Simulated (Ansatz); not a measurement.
**Ba (Im-3m, 1 atom in the cell): from the cell to its phonons**

Wanted: phonon frequencies of Ba (Im-3m, 1 atom in the cell) and what follows from them.

Main program and level: Ansatz 0.2.0; DFT PBE, scalar-relativistic, plane waves, norm-conserving pseudopotentials.

The database entry behind the starting cell differs from later determinations by our own check (0.1 to 0.3 % short, probably kX units), so it need not match the best structure at ambient conditions.

## (1) The structure

Symmetry: Im-3m, No. 229, cubic system. The conventional cell has a = 5.013 Å, b = 5.013 Å, c = 5.013 Å, α = 90.00°, β = 90.00°, γ = 90.00°. Ba has 8 Ba at 4.34 Å nearest.

## (2) Bringing the structure to rest

The cell and atoms are relaxed, since residual forces and stress would shift the frequencies.

File input.yaml:

```yaml
crystal:
  lattice:
    - [-2.5065, 2.5065, 2.5065]
    - [2.5065, -2.5065, 2.5065]
    - [2.5065, 2.5065, -2.5065]
  atoms:
    - { symbol: Ba, position: [0.0, 0.0, 0.0] }
kpoints:
  mp_grid: { grid: [12, 12, 12] }
hamiltonian:
  xc: pbe
  pseudopotentials: { kind: nc }
scf:
  occupations: { method: gaussian, width: 0.1 }
output:
  forces: true
  stress: true
  eigenvalues: true
relax:
  adjacent_minimum: "off"
  f_tol: 0.005
  max_steps: 80
  cell: { stress_tol: 0.05 }
```

Launch:

```sh
ansatz run input.yaml --threads 4 --pin off --max-ram 10240MiB --backend cpu --events-out ev --progress --plain --runs-dir out
```

Numbers of over 12 decimals in the logs are rounded to 6 here.

Log:

```text
Engine: ansatz 0.2.0, aarch64-unknown-linux-gnu
Pseudopotentials: kind: nc
Pseudopotential: Ba, nc, valence charge 10, recommended cutoff 770 eV (normal), Ba.nc.azcp
Functional definition: PBE
  parameter kappa = 0.804
  parameter beta = 0.066725
  exchange = pbe_x(kappa = kappa, mu = beta*pi^2/3)
  correlation = pbe_c(beta = beta)
Crystal: 1 atoms, lattice volume = 62.989 Å³
Basis set: ecut = 770 eV, 3055 PW (Γ), exchange–correlation on 80×80×80 points (8 copies of the dense FFT grid, shifted against one another)
Bands: 9, of which v1, the nominal top of the filled ones, is band 5 counted from 1 (4 counted from 0)
Symmetry: 48 space group operations
Space group: Im-3m (ITA 229), of the structure as read, at distance tolerance 4.0e-5 Å
k-points: 72 of 1728
Non-local potential: Ba, projectors of the file, l = 0: 2, l = 1: 2, l = 2: 2, l = 3: 2
Initial density: superposition of atomic densities (chi_scale 0.1, normalization cell)
Initial wavefunctions: pseudopotential atomic-orbital guess
Functional: x = pbe(κ = 0.804, μ = 0.219515), c = pbe(β = 0.066725)
SCF iter   1: F=—  HF=-761.524467 eV  |F-HF|=—  |Δ(HF+E_count)|=         —  Δρ=5.13e-3  dr2=1.18e-2  ethr=3.10e-3  ⟨swp⟩=12.7  Hψ=9448  notcnv=0
preconditioner: auto → Kerker (q_TF=auto, 2.008 Å⁻¹)  [metal: Δε(μ)=0.042 eV  Ē_g=2.780 eV  σ=0.100 eV  W_gap=0.23  n_scr=12 (ndim 8)  ℏωp=6.6 eV  f_vac=0.000  D(μ)=1.31/eV (n_scr^D=12)]
SCF iter   2: F=—  HF=-761.527396 eV  |F-HF|=—  |Δ(HF+E_count)|=   2.93e-3  Δρ=3.17e-3  dr2=5.02e-3  ethr=1.18e-4  ⟨swp⟩=1.6  Hψ=1282  notcnv=0
SCF iter   3: F=—  HF=-761.530147 eV  |F-HF|=—  |Δ(HF+E_count)|=   2.75e-3  Δρ=5.83e-4  dr2=2.00e-4  ethr=5.02e-5  ⟨swp⟩=2.9  Hψ=1032  notcnv=0
SCF iter   4: F=—  HF=-761.530247 eV  |F-HF|=—  |Δ(HF+E_count)|=   9.90e-5  Δρ=3.46e-4  dr2=4.53e-5  ethr=2.00e-6  ⟨swp⟩=2.1  Hψ=1025  notcnv=0
SCF iter   5: F=—  HF=-761.530237 eV  |F-HF|=—  |Δ(HF+E_count)|=   9.27e-6  Δρ=6.45e-5  dr2=2.30e-6  ethr=4.53e-7  ⟨swp⟩=2.4  Hψ=1034  notcnv=0
SCF iter   6: F=-761.530236 eV  HF=-761.530236 eV  |F-HF|=1.79e-8  |Δ(HF+E_count)|=   7.95e-7  Δρ=6.37e-6  dr2=5.27e-8  ethr=1.00e-9  ⟨swp⟩=11.0  Hψ=5820  notcnv=0
SCF 1 converged in 6 iterations: F = -761.530236 eV  dr2 = 5.27e-8
relax step   1: F+E_penalty+E_count = -761.53023643 eV  Δ(F+E_penalty+E_count) = +0.000e0 eV  max|allowed force component| = 0.000e0 eV/Å  Δτ_max = 0.0000 Å  P = +0.039 GPa  Ω = 62.989 Å³  (6 SCF iters, dr2 threshold 1.00e-7 eV, accepted)
Initial density: handed on by an earlier stage of this run
Initial wavefunctions: pseudopotential atomic-orbital guess (no wavefunctions were taken with the density)
iter 1 solved again at ethr=1.07e-7 eV; its pass at ethr=3.10e-3 eV (dr2=1.07e-5 eV) is discarded
SCF iter   1: F=—  HF=-761.530234 eV  |F-HF|=—  |Δ(HF+E_count)|=         —  Δρ=6.46e-6  dr2=5.50e-8  ethr=1.07e-7  ⟨swp⟩=5.6  Hψ=12344  notcnv=0
preconditioner: auto → Kerker (q_TF=auto, 2.008 Å⁻¹)  [metal: Δε(μ)=0.038 eV  Ē_g=2.779 eV  σ=0.100 eV  W_gap=0.21  n_scr=12 (ndim 8)  ℏωp=6.6 eV  f_vac=0.000  D(μ)=1.29/eV (n_scr^D=12)]
SCF iter   2: F=—  HF=-761.530236 eV  |F-HF|=—  |Δ(HF+E_count)|=   2.11e-6  Δρ=4.44e-6  dr2=2.55e-8  ethr=5.50e-10  ⟨swp⟩=2.7  Hψ=1028  notcnv=0
SCF iter   3: F=—  HF=-761.530236 eV  |F-HF|=—  |Δ(HF+E_count)|=   2.30e-9  Δρ=6.96e-7  dr2=5.02e-10  ethr=2.55e-10  ⟨swp⟩=2.2  Hψ=925  notcnv=0
SCF iter   4: F=—  HF=-761.530236 eV  |F-HF|=—  |Δ(HF+E_count)|=  8.34e-11  Δρ=1.80e-7  dr2=1.93e-11  ethr=5.02e-12  ⟨swp⟩=2.6  Hψ=1040  notcnv=0
SCF iter   5: F=-761.530236 eV  HF=-761.530236 eV  |F-HF|=9.09e-13  |Δ(HF+E_count)|=  1.58e-11  Δρ=3.08e-8  dr2=8.52e-13  ethr=1.00e-12  ⟨swp⟩=12.9  Hψ=5158  notcnv=0
SCF 2 converged in 5 iterations: F = -761.530236 eV  dr2 = 8.52e-13
relax step   2: F+E_penalty+E_count = -761.53023644 eV  Δ(F+E_penalty+E_count) = -1.113e-8 eV  max|allowed force component| = 0.000e0 eV/Å  Δτ_max = 0.0000 Å  P = +0.039 GPa  Ω = 62.989 Å³  stress off target by 3.91e-2 GPa  SCF on the basis re-selected at this cell (its energy is not comparable with the rows above)  (5 SCF iters)
basis re-selected at this cell: Δ(F+E_penalty+E_count) = -1.113e-8 eV, ΔP = +0.000 GPa vs the last step (what re-selecting the basis moved, of the pressure what is left beyond the Pulay correction that the steps carried, after the strain that the cell walked since its last selection, with what the two solves' SCF thresholds leave and, on support functions, any second-order correction that the steps lacked; it is no measure of the basis error at this ecutwfc). This SCF's stress stands 3.91e-2 GPa from its target on what of the cell is left free (relax.cell.stress_tol is 5.00e-2 GPa) and its largest allowed force component is 0.00e0 eV/Å (relax.f_tol is 5.00e-3 eV/Å): [rest of the remark cut]
SCF converged after 5 iterations
Free energy (F): -761.530236 eV
Harris-Foulkes:  -761.530236 eV  (|F-HF|=9.09e-13)
Internal energy: -761.523789 eV  (E = F + TS)
E sigma→0 (E₀):  -761.527013 eV
Entropy (-TS):   -0.006447 eV (-6.447 meV/atom)
Fermi energy:    5.879430 eV
--- Per-component energies (eV) ---
  E_band       = -84.445970
  E_kinetic    = 176.226814
  E_local      = -459.178978  (includes V_loc(G=0)·N_el)
  E_nonlocal   = 105.089798
  E_hartree    = 116.584892
  E_xc         = -177.568564
  E_vxc        = -139.753396  (∫ρ·V_xc dr)
  E_ewald      = -522.677753
  E_smearing   = -0.006447  (= −TS)
  E_closure    = -0.000000  (closes the sum)
  Σ components = -761.530236   (vs F -761.530236, Δ=0.00e0)
--- Forces (eV/Å), atoms counted from 1 ---
  atom   1  Ba    -0.00000000    -0.00000000     0.00000000
  max |Σ_I F_I| component: 1.80e-32 eV/Å
--- Stress (GPa, compression-positive) ---
        0.039068      -0.000000      -0.000000
        0.000000       0.039068       0.000000
       -0.000000       0.000000       0.039068
  P = ⅓ Tr σ = 0.0391 GPa (0.391 kbar)
--- Band table (eV; the first three rows and the last of 72) ---
  k-point 0: bands = ["-22.9964", "-7.9370", "-7.9370", "-7.9370", "3.1409", "7.7250", "7.7250", "7.7250", "9.1268"]
  k-point 1: bands = ["-22.9936", "-7.9701", "-7.9472", "-7.9372", "3.2709", "7.6115", "7.6576", "7.8501", "8.9194"]
  k-point 2: bands = ["-22.9857", "-8.0588", "-7.9748", "-7.9377", "3.6352", "7.3453", "7.3858", "8.2184", "8.7542"]
  k-point 71: bands = ["-22.9210", "-8.2566", "-8.2566", "-8.2566", "5.3460", "5.3460", "9.9092", "9.9092", "9.9092"]
--- Relaxed structure (1 steps of the walk, 1 accepted, 1 SCFs on fresh bases) ---
  F+E_penalty+E_count = -761.53023644 eV   max|allowed force component| = 0.000e0 eV/Å   (the final SCF, on the basis selected at the relaxed cell)
  cell:  # Å, volume = 62.9888 Å³
    - [-2.5065, 2.5065, 2.5065]
    - [2.5065, -2.5065, 2.5065]
    - [2.5065, 2.5065, -2.5065]
  atoms:
    - { symbol: Ba, position: [0.0, 0.0, 0.0] }
```

The job ended after 5 s (4 threads of Arm Neoverse V1, shared host; peak memory 0.4 GiB; 19 s of CPU time).

Little changed from the start: no atom moved by 0.005 Å and no cell edge by 0.1 %.

This step gave:

| Quantity | Value |
| --- | --- |
| pressure | 0.03907 GPa |
| volume per atom | 62.99 Å³ |
| gap on the k-mesh | 0 eV |

In this step the volume went from 62.99 to 62.99 Å³/atom.

## (3) Tight relaxation

Phonons need a cell at rest on their own settings, so the relaxation is repeated with tight tolerances on forces and stress, using the mesh and the filling of the phonon run that follows.

input.yaml, the sections that differ from step 2:

```yaml
scf:
  occupations: { method: methfessel_paxton, width: 0.2 }
relax:
  adjacent_minimum: "off"
  f_tol: 0.001
  max_steps: 60
  cell: { stress_tol: 0.01 }
# crystal, kpoints, hamiltonian, output: as in step 2
```

Log:

```text
[...]
Crystal: 1 atoms, lattice volume = 62.989 Å³
Basis set: ecut = 770 eV, 3055 PW (Γ), exchange–correlation on 80×80×80 points (8 copies of the dense FFT grid, shifted against one another)
Bands: 9, of which v1, the nominal top of the filled ones, is band 5 counted from 1 (4 counted from 0)
[... 1 set-up line as in the run before ...]
[...]
k-points: 72 of 1728
[...]
-0.000000       0.000000      -0.000428
  P = ⅓ Tr σ = -0.0004 GPa (-0.004 kbar)
--- Band table (eV; the first three rows and the last of 72) ---
[...]
--- Relaxed structure (3 steps of the walk, 3 accepted, 1 SCFs on fresh bases) ---
[...]
cell:  # Å, volume = 63.1990 Å³
    - [-2.509286, 2.509286, 2.509286]
    - [2.509286, -2.509286, 2.509286]
    - [2.509286, 2.509286, -2.509286]
  atoms:
    - { symbol: Ba, position: [0.0, 0.0, 0.0] }
[key lines of the parts left out:]
SCF converged after 5 iterations
Free energy (F): -761.526827 eV
Fermi energy:    5.847294 eV
```

The job ended after 8.8 s (4 threads; peak memory 0.4 GiB).

Step by step:

```tsv
step	energy less that of the first step (eV)	largest force component (eV/Å)	pressure (GPa)	volume (Å³)
1	0.0000	0.0000	0.03	62.99
2	0.0000	0.0000	0.02	63.04
3	0.0000	0.0000	0.00	63.20
4*	0.0000	0.0000	0.00	63.20
```

Relaxation steps marked * repeat the geometry before them on a plane-wave basis chosen anew for their cell, so energy and pressure can jump there.

```tsv
conventional cell, symmetrised	before	after	change
a (Å)	5.013	5.019	+0.1 %
b (Å)	5.013	5.019	+0.1 %
c (Å)	5.013	5.019	+0.1 %
volume (Å³/atom)	62.99	63.20	+0.3 %
```

The relaxed structure:

```
Ba
1.0
    -2.50929    2.50929    2.50929
     2.50929   -2.50929    2.50929
     2.50929    2.50929   -2.50929
Ba
1
Direct
  0.00000 0.00000 0.00000
```

This step gave:

- pressure: -4.28e-4 GPa
- volume per atom: 63.20 Å³

The forces vanish by symmetry and the pressure is 0.000 GPa, within the tolerances set. The cell now holds 63.20 Å³/atom.

## (4) Response at finite wavevector

Stability and thermal properties need the whole zone. Linear response on a 4×4×4 q mesh gives force constants as far as a supercell of that size would.

input.yaml, the sections that differ from step 3:

```yaml
crystal:
  lattice:
    - [-2.5092860207, 2.5092860207, 2.5092860207]
    - [2.5092860207, -2.5092860207, 2.5092860207]
    - [2.5092860207, 2.5092860207, -2.5092860207]
  atoms:
    - { symbol: Ba, position: [0.0, 0.0, 0.0] }
output:
  eigenvalues: true
phonons:
  method: dfpt
  qmesh: [4, 4, 4]
  temperatures: { t_max: 1000, t_step: 50 }
  qpath:
    path:
      - [[0.0, 0.0, 0.0], [0.5, -0.5, 0.5], [0.0, 0.0, 0.5], [0.0, 0.0, 0.0], [0.25, 0.25, 0.25], [0.5, -0.5, 0.5]]
      - [[0.25, 0.25, 0.25], [0.0, 0.0, 0.5]]
    npoints: 10
# kpoints, hamiltonian, scf: as in step 3
# relax: removed
```

Log:

```text
[...]
Crystal: 1 atoms, lattice volume = 63.199 Å³
Basis set: ecut = 770 eV, 3055 PW (Γ), exchange–correlation on 80×80×80 points (8 copies of the dense FFT grid, shifted against one another)
Bands: 9, of which v1, the nominal top of the filled ones, is band 5 counted from 1 (4 counted from 0)
[... 1 set-up line as in the run before ...]
k-points: 72 of 1728
[...]
SCF iter   1: F=—  HF=-761.521081 eV  |F-HF|=—  |Δ(HF+E_count)|=         —  Δρ=5.10e-3  dr2=1.17e-2  ethr=3.10e-3  ⟨swp⟩=11.8  Hψ=8894  notcnv=0
[...]
SCF iter   9: F=-761.526827 eV  HF=-761.526827 eV  |F-HF|=3.41e-13  |Δ(HF+E_count)|=  5.58e-11  S|Δr|=    0.00e0  Δρ=4.46e-8  dr2=1.06e-12  ethr=1.00e-12  ⟨swp⟩=13.7  Hψ=5916  notcnv=0
SCF 1 converged in 9 iterations: F = -761.526827 eV  dr2 = 1.06e-12
NSCF: frozen V_eff on 72 k-points
[...]
DFPT response loops at q = (0, 0, 0) (fractional): preconditioner auto → Kerker (q_TF=auto, 2.007 Å⁻¹) (partly filled bands, converged f_vac=0.000); β = 1.00, the filter's whole step (`scf.mixing.beta` (0.50) is not read by the response loops under this deck's `scf.mixing.preconditioner`; to damp them name `kerker` or `kerker_dos`, under which they read `scf.mixing.beta`, and type it under 1.00, their step now; both keys bind the ground state too); Broyden in place of MSR1
[...]
SCF converged after 9 iterations
[...]
Free energy (F): -761.526827 eV
[...]
Internal energy: -761.528027 eV  (E = F + TS)
E sigma→0 (E₀):  -761.527127 eV
Entropy (-TS):   0.001200 eV (1.200 meV/atom)
Fermi energy:    5.847294 eV
[...]
--- Band table (eV; the first three rows and the last of 72) ---
[...]
--- Phonons (Γ-DFPT): 1 representative perturbation + reference (Σ response iterations 2) ---
  ASR residual: 2.113e-5 → 0.000e0 eV/Å²; symmetrization residual: 1.016e-20 eV/Å²
  ASR residual per site (eV/Å²): 2.11e-5
  Γ frequencies (cm⁻¹): 0.00 0.00 0.00
--- Phonons (arbitrary-q DFPT): 8 irreducible q on the 4×4×4 mesh ---
  q = [0.0000, 0.0000, 0.0000] (star 1, of the zone-centre solve; hermiticity 1.87e-24, symmetrization 8.02e-16): 0.00 0.00 0.00
  q = [0.0000, 0.0000, 0.2500] (star 12, 2 solved perturbations in 1446 linear systems a pass and spin channel, the states on 936 of 1728 k-point pairs; hermiticity 7.74e-8, symmetrization 1.61e-8, the responses' own estimated error 2.8e-4 eV/Å²): 18.06 36.35 51.36
[...]
q = [0.2500, 0.2500, 0.2500] (star 2, 1 solved perturbation on 262 of 1728 k-point pairs; hermiticity 1.07e-9, symmetrization 5.37e-10, the responses' own estimated error 2.5e-4 eV/Å²): 55.88 55.88 55.88
[...]
sum rule: each row above includes the acoustic sum rule's correction from the zone centre's row sums; it moved no ω² by more than (0.20 cm⁻¹)²
  mesh force constants: q→R imaginary residual 0.00e0; ASR residual 2.113e-5 → 0.000e0 eV/Å²; symmetrization residual 6.661e-16 eV/Å²
  interpolated dispersion: 62 rows × 3 modes
  density of states and harmonic sums: on the 20×20×20 q-mesh, interpolated from the force constants of a 4×4×4 supercell (no non-analytic term)
  largest difference from the sums on the solved wave vectors: F 1.51e-2 eV, S 1.91e-5 and C_V 4.01e-6 eV/K
  zero-point energy: 0.009380 eV/cell   skipped modes (ω ≤ 0): 3   left out of the sums: 1.25e-4 of the cell's modes: C_V's classical limit lies that fraction below 3 k_B per atom; for a crystal, a wire or a layer, F and S can be off by more, and a phonons.interpolated_qmesh denser along its periods is the remedy for the sampling
```

The job ended after 2.4 min (4 threads; peak memory 4.3 GiB).

The column dr2 measures how far the density is from self-consistency, as an energy; F and HF (Harris–Foulkes) agree once it is small.

Numbers from this step:

- sum-rule residual before enforcement: 2.11e-5 eV/Å²
- lowest frequency on the path: 0 cm⁻¹
- highest frequency on the path or at a solved wavevector: 74.91 cm⁻¹
- mean frequency: 50.5 cm⁻¹
- Debye temperature (second moment): 98 K
- logarithmic mean frequency: 47.3 cm⁻¹
- lowest mode on the q mesh (acoustic modes at Γ apart): 18.06 cm⁻¹
- zero-point energy per atom: 9.38 meV
- heat capacity at 300 K: 24.81 J/(mol atoms K)
- vibrational entropy at 300 K: 62.03 J/(mol atoms K)

Frequencies (cm⁻¹) solved at each irreducible wavevector; negative means imaginary. Frequencies by wavevector, by row:

```tsv
q in reciprocal lattice units	star	mode 1	mode 2	mode 3
0 0 0	1	0	0	0
0 0 0.25	12	18.1	36.4	51.4
0 0 -0.5	6	24.4	52.3	74.9
0 0.25 0.25	24	35.4	53.9	68.8
0.25 0.25 0.25	2	55.9	55.9	55.9
0.25 0.25 -0.25	6	46.4	51.2	51.2
0.25 -0.5 -0.5	12	47.6	63.1	74.5
-0.5 -0.5 -0.5	1	74.4	74.4	74.4
```

Interpolated from a 4×4×4 q mesh. Phonon branches along the path, in cm⁻¹:

```tsv
point	branch 1	branch 2	branch 3
Γ	0	0	0
halfway	46	51	51
H	74	74	74
halfway	48	63	74
N	24	52	75
halfway	18	36	51
Γ	0	0	0
halfway	34	34	61
P	56	56	56
halfway	42	68	68
H	74	74	74
jump to P	56	56	56
halfway	39	55	69
N	24	52	75
```

The phonon branches as a text plot (rows in cm⁻¹):

```
     73 |          ************                        ****    **
     70 |         *   **       *                      *       *
     67 |         *     *       *           ***     **  *    *
     64 |        *     * *                         *        *
     61 |        *        *                *   *  *
     58 |       *                                *     *   *
     55 |       *       *  *                    *          *****
     51 |     **            ***  *        *    * *         *    *
     48 |                *     *              *       *
     45 |     **                *            *    *         *
     42 |    *                    *      *         * *       *
     39 |    *            *                 *       *
     36 |                        *                            *
     33 |   *                      *       *
     30 |                  *      *
     27 |                   *           * *                    **
     23 |  *                 ****  *
     20 |  *                        *    *
     17 |                        *
     14 |                         * *  **
     11 | *                        * *
      8 |                           ** *
      5 |                            *
      2 |*                            *
         Γ           H       N        Γ         P        H|P    N
```

Tetrahedra on a 20×20×20 mesh, mean over bins of 1 cm-1. Interpolated from a 4×4×4 q mesh. Phonon density of states against wavenumber; read off at these points:

```tsv
wavenumber (cm⁻¹)	phonon density of states (1/cm⁻¹/cell)
0.5	1.0e-5
2.5	1.5e-4
4.5	3.8e-4
6.5	8.1e-4
8.5	0.00175
10.5	0.00297
12.5	0.00467
14.5	0.00603
16.5	0.0082
18.5	0.0112
20.5	0.0151
22.5	0.0212
24.5	0.0344
26.5	0.0414
28.5	0.0437
30.5	0.0467
32.5	0.0490
34.5	0.0513
36.5	0.0531
38.5	0.0557
39.5	0.0521
41.5	0.0440
43.5	0.0413
45.5	0.0413
47.5	0.0433
49.5	0.0482
51.5	0.0576
53.5	0.0714
55.5	0.0727
57.5	0.0561
59.5	0.0502
61.5	0.0494
63.5	0.0499
65.5	0.0581
67.5	0.0851
68.5	0.0943
69.5	0.0913
71.5	0.0853
73.5	0.0851
75.5	0
```

Second derivatives of the energy by pair, one row for each kind of neighbour of each atom listed. Each entry sums the pair over the periodic images of the supercell that the q mesh stands for, and in a polar crystal it holds the long-range dipole part too. Force constants by pair, by row:

```tsv
atom	neighbour	distance (Å)	third of the trace (eV/Å²)	along the pair's line (eV/Å²)
Ba1	itself	0	1.419	–
Ba1	Ba	4.346	-0.1624	-0.4847
Ba1	Ba	5.019	-0.0314	-0.0243
Ba1	Ba	7.097	0.0071	0.024
```

Harmonic thermodynamic functions per atom, from the density of states. Interpolated from a 4×4×4 q mesh. Thermodynamic functions, by row:

```tsv
T (K)	F_vib (meV/atom)	S (J/mol-atom/K)	C_V (J/mol-atom/K)
0	9.38	0	0
50	5.19	19.53	20.75
100	-9.35	35.16	23.78
200	-55.47	52	24.64
300	-114.9	62.03	24.81
400	-183.1	69.18	24.86
500	-257.8	74.73	24.89
600	-337.6	79.27	24.91
700	-421.8	83.11	24.92
800	-509.7	86.44	24.92
900	-600.9	89.37	24.93
1000	-694.9	92	24.93
```

Harmonic mean-square displacement, third of the trace. Interpolated from a 4×4×4 q mesh. Mean square displacements, by row:

```tsv
T (K)	Ba1 U_eq (Å²)
0	0.00283
100	0.01199
300	0.0352
600	0.07026
```

Symmetry leaves 8 wavevectors to solve. The lowest mode among them, the acoustic zeros apart, lies at q = (0, 0, 0.25) and is real, 18.1 cm⁻¹.

## (5) Another isotope

An isotope changes the mass and not the force constants, so no new electronic calculation is needed; the shifts show which modes move this element.

The same force constants with the mass of Ba changed from 137.327 to 133.905 u (phonopy, no LO-TO term). Both lists are sorted by frequency. Modes under 3 cm⁻¹ are left out. Isotope shifts, by row:

```tsv
q	rank	natural mass (cm⁻¹)	changed mass (cm⁻¹)
0 0 0.25	1	18.06	18.29
0 0 0.25	2	36.35	36.82
0 0 0.25	3	51.36	52.01
0 0 -0.5	1	24.37	24.67
0 0 -0.5	2	52.27	52.94
0 0 -0.5	3	74.91	75.86
0 0.25 0.25	1	35.39	35.84
0 0.25 0.25	2	53.87	54.56
0 0.25 0.25	3	68.79	69.66
```

With one element every mode shifts by +1.27 %.

## (6) Results

```
space group after relaxation (within 0.01 Å)            : Im-3m
volume per atom                                         : 63.2 Å³
electronic character                                    : no gap on this mesh
lowest mode on the q mesh (acoustic modes at Γ apart)   : 18.1 cm⁻¹
highest frequency on the path or at a solved wavevector : 74.9 cm⁻¹
zero-point energy per atom                              : 9.38 meV
heat capacity at 300 K                                  : 24.8 J/(mol atoms K)
vibrational entropy at 300 K                            : 62.0 J/(mol atoms K)
Debye temperature (second moment)                       : 98 K
imaginary modes on the 4×4×4 q mesh                     : none
```

What this shows: The structure is a minimum as far as tested: no mode is imaginary at the 8 irreducible wavevectors of the 4×4×4 mesh, and the softest away from the acoustic zeros lies at 18 cm⁻¹. With no gap, or one that is small against the smearing, the frequencies hang on the k mesh and the smearing, most of all near Kohn anomalies. Spin-orbit coupling is left out, which can matter for the heavy elements here. These are harmonic frequencies at zero temperature: anharmonic shifts, linewidths and thermal expansion are left out.

[Logs are printed without paths, hosts, clocks, repeated set-up lines and the standing remarks that a program may print on its own settings, such as how far it seeks lower states.]

[Hosts, paths, dates, database ids (printed as entryN), source tags and the programs' standing remarks are cut or masked in the printed files.]
